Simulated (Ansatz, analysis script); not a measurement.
# NiO: E(q) by the generalised Bloch theorem

Aim: the energy of NiO as its moments wind into spirals of wavevector q.

Calculated with Ansatz 0.2.0; PBE, PAW set soft_2.

**What experiment says.**

For NiO, rock salt (literature value for NiO), “Observation and resonant x-ray optical interpretation of multi-atom resonant photoemission effects in O 1s emission from NiO” (2006, arxiv:cond-mat/0609101) quotes earlier work: ordering temperature (Neel temperature) 524 K [Literature value cited from another work, not measured on this sample.].

Most raw output is cut from this account.

## Step 1: The structure

It takes space group Fm-3m (No. 225, cubic). Conventional cell: a = 4.172 Å, b = 4.172 Å, c = 4.172 Å, α = 90.00°, β = 90.00°, γ = 90.00°. Ni has 6 O at 2.09 Å nearest. Nearest to O lie 6 Ni at 2.09 Å. Farther neighbours and most contacts between anions are not listed.

## Step 2: The collinear state

The work starts on two spin channels, which tell the size of the moments.

input.yaml

```yaml
crystal:
  lattice:
    - [0.0, 2.0859016414, 2.0859016414]
    - [2.0859016414, 0.0, 2.0859016414]
    - [2.0859016414, 2.0859016414, 0.0]
  atoms:
    - { symbol: Ni, position: [0.0, 0.0, 0.0], spin: 2.0 }
    - { symbol: O, position: [0.5, 0.5, 0.5] }
magnetization:
  spin_polarized: true
kpoints:
  mp_grid: { grid: [8, 8, 8] }
hamiltonian:
  xc: pbe
scf:
  occupations: { method: fermi_dirac, width: 0.05 }
  max_iter: 120
  convergence: { dr2_threshold: 1.0e-08 }
output:
  write_density: true
  write_potential: true
  elf: true
  volumetric_format: npy
```

Started as:

```
$ ansatz run input.yaml --threads 1 --pin off --max-ram 2560MiB --backend cpu --events-out ev --progress --plain --runs-dir out
```

The job ended after 3.4 s (1 thread of Arm Neoverse V1, shared host; peak memory 0.27 GiB).

Spin moment in the atom's sphere by atom:

```csv
atom,spin moment in the atom's sphere (μB)
Ni1,1.45
O2,0.30
```

Tables count atoms from 1; parts of the log count from 0.

The run ends ferromagnetic, with a net moment of 1.81 μB a cell. Only this order was typed.

Spin density in the ac plane of the conventional cell at fractional y = 0.000, with atoms of Ni and O within 0.2 Å of it.

Values in e/Å³, 14 rows by 14 columns, each cell a mean:
```
3.4 1.3 0.4 0.1 0.0 0.1 0.4 0.4 0.2 0.1 0.0 0.1 0.7 2.2
1.2 0.3 0.1 0.0 0.0 0.0 0.1 0.2 0.1 0.0 0.0 0.0 0.1 0.7
0.2 0.1 0.0 0.0 0.0 0.0 0.0 0.0 0.0 0.0 0.0 0.0 0.0 0.1
0.0 0.0 0.0 0.0 0.0 0.0 0.1 0.1 0.0 0.0 0.0 0.0 0.0 0.0
0.1 0.0 0.0 0.0 0.0 0.1 0.4 0.6 0.2 0.0 0.0 0.0 0.0 0.1
0.3 0.2 0.0 0.0 0.1 0.3 1.3 2.2 0.6 0.2 0.0 0.0 0.1 0.2
0.5 0.3 0.1 0.0 0.2 1.2 3.4 4.9 2.2 0.6 0.1 0.0 0.2 0.4
0.4 0.2 0.1 0.0 0.1 0.7 2.2 3.4 1.3 0.4 0.1 0.0 0.1 0.4
0.2 0.1 0.0 0.0 0.0 0.1 0.7 1.2 0.3 0.1 0.0 0.0 0.0 0.1
0.0 0.0 0.0 0.0 0.0 0.0 0.1 0.2 0.1 0.0 0.0 0.0 0.0 0.0
0.1 0.0 0.0 0.0 0.0 0.0 0.0 0.0 0.0 0.0 0.0 0.0 0.0 0.1
0.6 0.2 0.0 0.0 0.0 0.0 0.1 0.1 0.0 0.0 0.0 0.0 0.1 0.4
2.2 0.6 0.2 0.0 0.0 0.1 0.2 0.3 0.2 0.0 0.0 0.1 0.3 1.3
4.9 2.2 0.6 0.1 0.0 0.2 0.4 0.5 0.3 0.1 0.0 0.2 1.2 3.4
```
Columns run along a (4.2 Å), rows up along c (4.2 Å), edges of the conventional cell, whose origin can differ from the input's. Atoms in or near the plane, at fractional coordinates: Ni at (0.00, 0.00), Ni at (0.50, 0.50), O at (0.50, 0.00), O at (0.00, 0.50).

Valence density in the ac plane of the conventional cell at fractional y = 0.000, with atoms of Ni and O within 0.2 Å of it. It is the smooth field of the valence electrons, not physical close to the nuclei.

Values in e/Å³, 14 rows by 14 columns, each cell a mean:
```
33 13  2  0  1  2  5  6  4  1  0  1  5 23
 7  3  1  0  0  1  2  3  2  1  0  0  2  5
 1  1  0  0  0  0  1  1  1  0  0  0  0  1
 1  0  0  0  0  0  0  1  0  0  0  0  0  0
 2  1  0  0  0  1  2  3  2  1  0  0  1  1
 5  3  1  0  1  3 13 18  8  2  0  1  2  4
 7  5  2  1  1  7 33 49 18  3  1  1  3  6
 6  4  1  0  1  5 23 33 13  2  0  1  2  5
 3  2  1  0  0  2  5  7  3  1  0  0  1  2
 1  1  0  0  0  0  1  1  1  0  0  0  0  1
 1  0  0  0  0  0  0  1  0  0  0  0  0  0
 3  2  1  0  0  1  1  2  1  0  0  0  1  2
18  8  2  0  1  2  4  5  3  1  0  1  3 13
49 18  3  1  1  3  6  7  5  2  1  1  7 33
```
Columns run along a (4.2 Å), rows up along c (4.2 Å), edges of the conventional cell, whose origin can differ from the input's. Atoms in or near the plane, at fractional coordinates: Ni at (0.00, 0.00), Ni at (0.50, 0.50), O at (0.50, 0.00), O at (0.00, 0.50).

ELF in the ac plane of the conventional cell at fractional y = 0.000, with atoms of Ni and O within 0.2 Å of it. It is the smooth field of the valence electrons, not physical close to the nuclei.

Values, 14 rows by 14 columns, each cell a mean:
```
0.55 0.40 0.20 0.16 0.53 0.78 0.65 0.57 0.75 0.73 0.32 0.13 0.30 0.51
0.29 0.27 0.17 0.14 0.40 0.70 0.78 0.78 0.77 0.59 0.23 0.13 0.23 0.30
0.13 0.14 0.11 0.10 0.21 0.40 0.53 0.55 0.47 0.30 0.13 0.10 0.13 0.13
0.34 0.29 0.20 0.11 0.10 0.14 0.16 0.16 0.15 0.12 0.09 0.13 0.23 0.32
0.74 0.68 0.47 0.20 0.11 0.17 0.20 0.20 0.20 0.15 0.12 0.30 0.59 0.73
0.70 0.77 0.68 0.29 0.14 0.27 0.40 0.44 0.36 0.20 0.15 0.47 0.77 0.75
0.42 0.70 0.74 0.34 0.13 0.29 0.55 0.65 0.44 0.20 0.16 0.55 0.78 0.57
0.57 0.75 0.73 0.32 0.13 0.30 0.51 0.55 0.40 0.20 0.16 0.53 0.78 0.65
0.78 0.77 0.59 0.23 0.13 0.23 0.30 0.29 0.27 0.17 0.14 0.40 0.70 0.78
0.55 0.47 0.30 0.13 0.10 0.13 0.13 0.13 0.14 0.11 0.10 0.21 0.40 0.53
0.16 0.15 0.12 0.09 0.13 0.23 0.32 0.34 0.29 0.20 0.11 0.10 0.14 0.16
0.20 0.20 0.15 0.12 0.30 0.59 0.73 0.74 0.68 0.47 0.20 0.11 0.17 0.20
0.44 0.36 0.20 0.15 0.47 0.77 0.75 0.70 0.77 0.68 0.29 0.14 0.27 0.40
0.65 0.44 0.20 0.16 0.55 0.78 0.57 0.42 0.70 0.74 0.34 0.13 0.29 0.55
```
Columns run along a (4.2 Å), rows up along c (4.2 Å), edges of the conventional cell, whose origin can differ from the input's. Atoms in or near the plane, at fractional coordinates: Ni at (0.00, 0.00), Ni at (0.50, 0.50), O at (0.50, 0.00), O at (0.00, 0.50).

## Step 3: Denser mesh

Levels at the Fermi energy are partly filled, so moments and energy differences can hang on the k-mesh, and the state is solved again on a denser one.

input.yaml, the sections that differ from step 2:

```yaml
crystal:
  lattice:
    - [0.0, 2.0859016414, 2.0859016414]
    - [2.0859016414, 0.0, 2.0859016414]
    - [2.0859016414, 2.0859016414, 0.0]
  atoms:
    - { symbol: Ni, position: [0.0, 0.0, 0.0], spin: 1.45 }
    - { symbol: O, position: [0.5, 0.5, 0.5] }
kpoints:
  mp_grid: { grid: [16, 16, 16] }
basis:
  ecutwfc: 420.0
checkpoint:
  read: start
  write: ck
  compress: false
  write_wavefunctions: false
  write_every: 100000
# magnetization, hamiltonian, scf: as in step 2
# output: removed
```

Started as:

```
$ ansatz run input.yaml --threads 2 --pin off --max-ram 5120MiB --backend cpu --events-out ev --progress --plain --runs-dir out
```

Run time: 3.1 s. Hardware: 2 threads; peak memory 0.33 GiB; 5.9 s of CPU time.

Spin moment in the atom's sphere by atom:

```csv
atom,spin moment in the atom's sphere (μB)
Ni1,1.39
O2,0.27
```

The run ends ferromagnetic, with a net moment of 1.72 μB a cell, against 1.81 μB on the first mesh.

Each spiral starts from these moments, tilted 90° from the rotation axis z (a flat spiral); sizes are free, while the program holds flat spirals in their plane. Spin–orbit coupling is switched off, so the energy does not depend on how the axis lies in the crystal. The folder named start holds the saved collinear state, from which each run begins.

## Step 4: q = (0, 0, 0)

The reference is the same input at q = 0, so that basis and exchange-correlation form match those at other q. Every q is chosen so that q/2 is a mesh vector: every spiral then samples the k-points of q = 0, and much mesh noise cancels.

input.yaml, the sections that differ from step 3:

```yaml
crystal:
  lattice:
    - [0.0, 2.0859016414, 2.0859016414]
    - [2.0859016414, 0.0, 2.0859016414]
    - [2.0859016414, 2.0859016414, 0.0]
  atoms:
    - { symbol: Ni, position: [0.0, 0.0, 0.0], spin: 1.39, spin_axis: [1.0, 0.0, 0.0] }
    - { symbol: O, position: [0.5, 0.5, 0.5] }
magnetization:
  noncollinear: true
  spin_spiral: { q: [0.0, 0.0, 0.0] }
checkpoint:
  read: start
# kpoints, hamiltonian, scf, basis: as in step 3
```

Started as:

```
$ ansatz run input.yaml --threads 1 --pin off --max-ram 2560MiB --backend cpu --events-out ev --progress --plain --runs-dir out
```

It took 14 s on 1 thread; peak memory 0.4 GiB.

The largest moment is 1.39 μB, against 1.39 μB in the collinear run.

## Step 5: q = (0.125, 0, 0.125)

Only q changes. The cell stays that of the crystal, since the generalised Bloch theorem carries the rotation from cell to cell.

input.yaml: that of step 4 with these lines changed.

```diff
@@ -20,3 +20,3 @@
   noncollinear: true
-  spin_spiral: { q: [0.0, 0.0, 0.0] }
+  spin_spiral: { q: [0.125, 0.0, 0.125] }
 checkpoint:
```

It took 66 s on 1 thread; peak memory 0.6 GiB.

The energy of the cell lies 43.9 meV below that at q = 0, and the largest moment is 1.43 μB against 1.39 μB.

## Step 6: q = (0.125, 0.125, 0.25)

input.yaml: that of step 5 with these lines changed.

```diff
@@ -20,3 +20,3 @@
   noncollinear: true
-  spin_spiral: { q: [0.125, 0.0, 0.125] }
+  spin_spiral: { q: [0.125, 0.125, 0.25] }
 checkpoint:
```

It took 2.2 min on 1 thread; peak memory 0.84 GiB.

The energy of the cell lies 88.9 meV below that at q = 0, and the largest moment is 1.45 μB against 1.39 μB.

## Step 7: q = (0.375, 0, 0.375)

input.yaml: that of step 6 with these lines changed.

```diff
@@ -20,3 +20,3 @@
   noncollinear: true
-  spin_spiral: { q: [0.125, 0.125, 0.25] }
+  spin_spiral: { q: [0.375, 0.0, 0.375] }
 checkpoint:
```

Elapsed: 90 s, on 1 thread; peak memory 0.61 GiB.

The energy of the cell lies 22.7 meV below that at q = 0, and the largest moment is 1.42 μB against 1.39 μB.

## Step 8: q = (0.625, 0.25, 0.625)

input.yaml: that of step 7 with these lines changed.

```diff
@@ -20,3 +20,3 @@
   noncollinear: true
-  spin_spiral: { q: [0.375, 0.0, 0.375] }
+  spin_spiral: { q: [0.625, 0.25, 0.625] }
 checkpoint:
```

The job ended after 4.8 min (1 thread; peak memory 1.4 GiB).

The energy of the cell lies 65.1 meV below that at q = 0, and the largest moment is 1.46 μB against 1.39 μB.

The other 6 runs of this kind were made alike; their results stand in the table below.

## Step 9: Side runs that gave no result

| changed | outcome |
| --- | --- |
| magnetization | cut off at the time limit |

## Step 10: The spirals together

```csv
q (reciprocal lattice),path length (1/Å),E(q) − E(0) (meV a magnetic atom),|m| Ni no. 1 (μB)
"(0, 0, 0)",0.000,0.00,1.39
"(0.125, 0, 0.125)",0.377,-43.92,1.43
"(0.25, 0, 0.25)",0.753,-88.82,1.41
"(0.375, 0, 0.375)",1.130,-22.74,1.42
"(0.5, 0, 0.5)",1.506,36.58,1.36
"(0.625, 0.25, 0.625)",2.039,-65.07,1.46
"(0.5, 0.25, 0.75)",2.571,-68.52,1.41
"(0.375, 0.375, 0.75)",3.104,-65.07,1.46
"(0.25, 0.25, 0.5)",3.636,-176.84,1.42
"(0.25, 0.25, 0.375)",3.962,-167.66,1.42
"(0.125, 0.125, 0.25)",4.288,-88.86,1.45
"(0, 0, 0)",4.821,0.00,1.39
```

## Step 11: A spin model

For rigid moments E(q) is a sum of cosines over neighbour shells, so a fit gives the couplings, and from them an ordering temperature.

E = −Σ J e·e over ordered pairs (each pair twice, J > 0 for parallel moments) is fitted to 10 points (copies by symmetry counted).

The fitted shells:

```csv
pair,distance (Å),neighbours a magnetic atom,J (meV)
Ni-Ni,2.95,12,2.058
Ni-Ni,4.172,6,-24.93
Ni-Ni,5.109,24,-0.081
Ni-Ni,5.9,12,-0.3412
Ni-Ni,6.596,24,0.2294
```

Read from the output:

| Property | Result |
| --- | --- |
| r.m.s. miss of the fit | 1.365 meV |
| ordering temperature, mean field | 1126 K |
| wavevector of the mean-field order | 0, 0, 0.5 reciprocal lattice |

## Step 12: Outcome

```json
{
  "lowest point of the path": "q = (0.25, 0.25, 0.5), -177 meV a magnetic atom from q = 0",
  "highest point": "36.6 meV a magnetic atom",
  "J of the nearest shell": "2.06 meV",
  "mean-field temperature": "1126 K"
}
```

The state at q = (0.25, 0.25, 0.5) lies 177 meV a magnetic atom below the ferromagnetic start, so that start is not the lowest state. The fitted couplings put a lower state at a point not run, q = (0, 0, 0.5) and about -271 meV, so the order is not settled by the path. The moments change by at most 5 % from their size at q = 0, so they are nearly rigid. The fit misses by 0.64 % of the energy range, so the shells describe the path well, though few points can't fix distant couplings. The temperatures are those of classical unit spins, and mean field runs high. The 11 spiral runs took 28 min of wall time, added up. Without a U, semilocal functionals delocalise the d or f electrons of such compounds, which shrinks moments, overestimates superexchange, narrows or closes the gap and can change the order. Energies are free energies at a smearing of 0.05 eV, and with partly filled levels differences shift, at times strongly, as the smearing goes to zero.

Calculation against experiment:

```
                quantity  measured  PBE, PAW set soft_2, mean field on the fit
ordering temperature (K)       524                             1126 (+114.8 %)
```

Measured values from arxiv:cond-mat/0609101 (2006).

**Verdict.** The ordering temperature is off by +114.8 %: a clear miss. Mean-field temperatures run high for given couplings and spin length. No cell relaxation is part of this session.

[Logs and program files are shortened in this print: banners, set-up blocks, solver, clock and traceback lines can be left out without a mark of their own.]

[Logs are printed without paths, hosts, clocks, repeated set-up lines and the standing remarks that a program may print on its own settings, such as how far it seeks lower states.]

[Hosts, paths, dates, database ids (printed as entryN), source tags and the programs' standing remarks are cut or masked in the printed files.]
